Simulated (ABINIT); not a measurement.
Planning a run of ABINIT 10.8.3 on BN (P6_3mc). The input:

```
acell 3*1.0 Angstrom
rprim 
  2.536000000002 -0.000000000000 0.000000000000
  -1.268000000000 2.196240423999 0.000000000000
  0.000000000000 0.000000000000 4.199000000000
ntypat 2
znucl 5 7
natom 4
typat 1 1 2 2
xred 
  0.666666666667 0.333333333333 0.000000000000
  0.333333333333 0.666666666667 0.500000000000
  0.666666666667 0.333333333333 0.375000000000
  0.333333333333 0.666666666667 0.875000000000
pp_dirpath "pseudos"
pseudos "B.upf, N.upf"
ecut 36
ngkpt 6 6 4
nshiftk 1
shiftk 0 0 0
kptopt 1
chksymbreak 0
istwfk *1
occopt 1
irdwfk 1
optdriver 3
nband 136
ecuteps 9
inclvkb 2
awtr 1
symchi 1
indata_prefix "in"
outdata_prefix "out"
tmpdata_prefix "tmp"
```

The database entry behind the starting cell has ideal inner coordinates that were not refined, so it need not match the best structure at ambient conditions.

```sh
OMP_NUM_THREADS=1 mpirun -n 8 abinit run.abi > log
```

How long will it take on 8 MPI ranks of Intel Xeon 6975P-C (Granite Rapids), shared host, and how much memory?

It took 37 s; on shared hardware allow 18 s to 73 s. Peak host memory was 1.5 GiB.

[Paths, hosts, dates, memory and timing lines, banners, echoed tables and standing remarks are left out of the program output.]

[Logs are printed without paths, hosts, clocks, repeated set-up lines and the standing remarks that a program may print on its own settings, such as how far it seeks lower states.]

[Runs of the session that timed out or met a known fault of the program may be left out.]

[Hosts, paths, dates, database ids (printed as entryN), source tags and the programs' standing remarks are cut or masked in the printed files.]

[G0W0 gaps are taken among the corrected bands and points alone; a level outside them can change the order at an edge.]

[Where Ansatz stands beside ABINIT at settings called matched, ABINIT's density can come from a denser mesh and the files from another edition; pairs whose starting gaps differed by over 0.03 eV were left out, so agreement reads better than it is.]
